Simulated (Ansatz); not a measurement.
# Phonons of TaN (P-62m) against volume, part 3 of 3

Wanted: Grüneisen parameters and pressure coefficients of the modes of TaN (P-62m).

Ansatz 0.2.0; DFT PBEsol, scalar-relativistic, plane waves, PAW; PAW set soft_1.

So far, highest optical mode at the zone centre (no LO-TO term) (cm⁻¹): step 4 (zone-centre response at rest) 704; step 6 (volume ratio 1.06) 631.

**8. Zone-centre modes of the member: 0.9 times the volume at rest**

The zone-centre modes follow for 0.9 times the volume at rest.

Contents of input.yaml:

```yaml
crystal:
  lattice:
    - [4.9852067777, 0.0, 0.0]
    - [-2.4926033889, 4.3173157126, 0.0]
    - [0.0, 0.0, 2.8115684494]
  atoms:
    - { symbol: "N", position: [0.3978287332, 0.0, 0.0] }
    - { symbol: "N", position: [0.6021712668, 0.6021712668, 0.0] }
    - { symbol: "N", position: [0.0, 0.3978287332, 0.0] }
    - { symbol: Ta, position: [0.3333333333, 0.6666666667, 0.5] }
    - { symbol: Ta, position: [0.6666666667, 0.3333333333, 0.5] }
    - { symbol: Ta, position: [0.0, 0.0, 0.0] }
kpoints:
  mp_grid: { grid: [9, 9, 12] }
hamiltonian:
  xc: pbesol
  pseudopotentials: { kind: paw, azcp: { folder: soft_1 }, xc_functional: pbe }
scf:
  occupations: { method: methfessel_paxton, width: 0.2 }
output:
  eigenvalues: true
phonons:
  method: dfpt
```

Started as:

```bash
$ ansatz run input.yaml --threads 8 --pin off --max-ram 16384MiB --backend cpu --events-out ev --progress --plain --runs-dir out
```

Numbers of over 12 decimals in the logs are rounded to 6 here.

What it wrote:

```text
[...]
Crystal: 6 atoms, lattice volume = 60.513 Å³
Basis set: ecut = 420 eV, 1203 PW (Γ), exchange–correlation on 72×72×40 points (8 copies of the dense FFT grid, shifted against one another)
Bands: 33, of which v1, the nominal top of the filled ones, is band 27 counted from 1 (26 counted from 0)
Symmetry: 12 space group operations
k-points: 287 of 972 (irreducible under 2 space group operations, time reversal used)
[...]
k-point 2: bands = [... 23 lower, 16.5648, 19.6023, 20.2136, 20.2136, 21.3997, 23.7511, 23.7511, 24.4605, ... 2 higher]
  k-point 286: bands = [... 23 lower, 17.8377, 18.4906, 19.8172, 20.9463, 23.4841, 24.0577, 25.4558, 25.4651, ... 2 higher]
[...]
ASR residual: 4.261e-5 → 0.000e0 eV/Å²; symmetrization residual: 2.594e-6 eV/Å²
  ASR residual per site (eV/Å²): 3.21e-5 3.05e-5 3.05e-5 2.70e-5 2.70e-5 4.26e-5
[...]
[key lines of the parts left out:]
SCF converged after 10 iterations
Free energy (F): -30564.918580 eV
Fermi energy:    22.273424 eV
```

Run time: 2 min. Hardware: 8 threads of Arm Neoverse N1, shared host; peak memory 2.1 GiB.

Numbers from this step:

- sum-rule residual before enforcement: 4.26e-5 eV/Å²
- highest optical mode at the zone centre (no LO-TO term): 841.5 cm⁻¹
- lowest optical zone-centre mode: 161.3 cm⁻¹

Patterns of degenerate modes are one choice out of their space. The modes at Γ (shares of kinetic energy by element, %):

```csv
mode,frequency (cm⁻¹),symmetry,N %,Ta %
1,0.0,acoustic,7,93
2,0.0,acoustic,7,93
3,0.0,acoustic,7,93
4,161.3,A2'',1,99
5,213.1,E',3,97
6,213.1,E',3,97
7,231.3,A1'',0,100
8,271.0,E',0,100
9,271.0,E',0,100
10,690.6,A1',100,0
11,695.2,E'',100,0
12,695.2,E'',100,0
13,717.7,A2'',92,8
14,721.5,E',93,7
15,721.5,E',93,7
16,750.0,E',97,3
17,750.0,E',97,3
18,841.5,A2',100,0
```

The lowest optical mode is real, 161 cm⁻¹, and the highest lies at 841.5 cm⁻¹.

Between step 4 and this run (volume ratio 0.9) the value for the highest optical mode at the zone centre (no LO-TO term) moves from 704 cm⁻¹ to 841 cm⁻¹ (+20 %).

**9. All members side by side**

The members are set side by side, also those not shown above.

Each row is one cell with its response, relaxed at fixed volume as far as symmetry leaves anything free; energies are extrapolated to zero smearing, and E0 is that at rest; shape and atoms are relaxed in each cell where symmetry leaves them free; all runs use 9×9×12 k points and Methfessel-Paxton smearing of 0.2 eV. State of the crystal along the series:

```
volume ratio  V (Å³/atom)  pressure (GPa)  E - E0 (meV/atom)  first cell vector (Å)  third cell vector (Å)
         0.9        10.09           43.29              138.1                  4.985                  2.812
        0.92        10.31            32.7              85.05                  5.025                  2.829
        0.94        10.53           23.19              46.08                  5.064                  2.846
        0.96        10.76           14.63              19.73                  5.103                  2.862
        0.98        10.98           6.925              4.749                  5.141                  2.879
        0.99        11.09           3.369              1.156                  5.159                  2.888
           1        11.21        -0.00393                  0                  5.178                  2.896
        1.02        11.43          -6.236              4.433                  5.214                  2.913
        1.04        11.65          -11.84              17.15                   5.25                  2.929
        1.06        11.88          -16.88               37.3                  5.285                  2.946
```

Each mode is tracked from rest by its pattern, and modes that stay within 0.3 cm⁻¹ of each other stand once; shape and atoms are relaxed in each cell where symmetry leaves them free; all runs use 9×9×12 k points and Methfessel-Paxton smearing of 0.2 eV. Optical modes along the series:

| V (Å³/atom) | mode 4 A2'' (cm⁻¹) | mode 5 to A1'' (cm⁻¹) | mode 6 to E' (cm⁻¹) | mode 8 E' (cm⁻¹) | mode 10 E'' (cm⁻¹) | mode 12 A2'' (cm⁻¹) | mode 13 E' (cm⁻¹) | mode 15 A1' (cm⁻¹) | mode 16 E' (cm⁻¹) | mode 18 A2' (cm⁻¹) |
| --- | --- | --- | --- | --- | --- | --- | --- | --- | --- | --- |
| 10.09 | 161.3 | 231.3 | 213.1 | 271 | 695.2 | 717.7 | 721.5 | 690.6 | 750 | 841.5 |
| 10.31 | 158.7 | 222.3 | 208.1 | 262.4 | 670.4 | 691.7 | 698 | 675.5 | 727.4 | 812.2 |
| 10.53 | 156.1 | 213.6 | 203.2 | 254.2 | 646.4 | 666.5 | 673.9 | 660.9 | 706.9 | 783.8 |
| 10.76 | 153.5 | 205.1 | 198.5 | 246.2 | 623.2 | 642.3 | 649.6 | 646.7 | 687.8 | 756.4 |
| 10.98 | 150.9 | 197 | 193.9 | 238.6 | 600.8 | 618.9 | 625.5 | 632.9 | 669.9 | 729.8 |
| 11.09 | 149.6 | 193 | 191.6 | 234.8 | 589.8 | 607.5 | 613.6 | 626.2 | 661.2 | 716.7 |
| 11.21 | 148.2 | 189.1 | 189.3 | 231.2 | 579 | 596.2 | 601.7 | 619.6 | 652.8 | 703.9 |
| 11.43 | 145.6 | 181.5 | 184.9 | 224 | 558 | 574.3 | 578.4 | 606.6 | 636.4 | 678.8 |
| 11.65 | 143 | 174.1 | 180.5 | 217.1 | 537.6 | 553.1 | 555.6 | 594 | 620.6 | 654.4 |
| 11.88 | 140.3 | 166.9 | 176.2 | 210.4 | 517.8 | 532.6 | 533.4 | 581.8 | 605.5 | 630.7 |

From cubic fits (parabolas where under five rows exist) of ln ω and P against ln V through the rows within about 4 % of rest: γ = −d ln ω / d ln V and dω/dP = γ ω / B. Slopes at rest:

```csv
mode,fitted frequency at rest (cm⁻¹),Grüneisen parameter γ,dω/dP (cm⁻¹/GPa)
mode 4 A2'',148.3,0.88,0.4
mode 5 to A1'',189.1,2.05,1.18
mode 6 to E',189.3,1.18,0.68
mode 8 E',231.2,1.57,1.11
mode 10 E'',579,1.85,3.25
mode 12 A2'',596.2,1.87,3.39
mode 13 E',601.7,1.96,3.59
mode 15 A1',619.6,1.06,2.01
mode 16 E',652.8,1.28,2.54
mode 18 A2',703.9,1.81,3.88
```

**10. What came out**

- members: 10
- highest optical mode at the zone centre (no LO-TO term), at rest: 703.9 cm⁻¹
- bulk modulus at rest: 329 GPa
- mode 13 E', γ: 1.96
- mode 15 A1', γ: 1.06
- mode 16 E', γ: 1.28
- mode 18 A2', γ: 1.81

The series spans -16.9 to 43.3 GPa, and the slope at rest gives a bulk modulus of 329 GPa. Among the modes in the table of slopes γ runs from 0.88 (mode 4 A2'') to 2.05 (mode 5 to A1''). One k mesh and one cutoff serve the ground states and modes of all volumes. These are harmonic frequencies at zero temperature: anharmonic shifts, linewidths and thermal expansion are left out. Spin-orbit coupling is left out, which can matter for the heavy elements here. With no gap, or one that is small against the smearing, the frequencies hang on the k mesh and the smearing, most of all near Kohn anomalies. The PAW files were made for PBE; the program adapts parts of them to the functional of the run, but their partial waves stay those of PBE, an approximation that was not tested in this session. Only the zone centre was solved, so an instability at another wavevector cannot show here.

[Logs are printed without paths, hosts, clocks, repeated set-up lines and the standing remarks that a program may print on its own settings, such as how far it seeks lower states.]

[Hosts, paths, dates, database ids (printed as entryN), source tags and the programs' standing remarks are cut or masked in the printed files.]
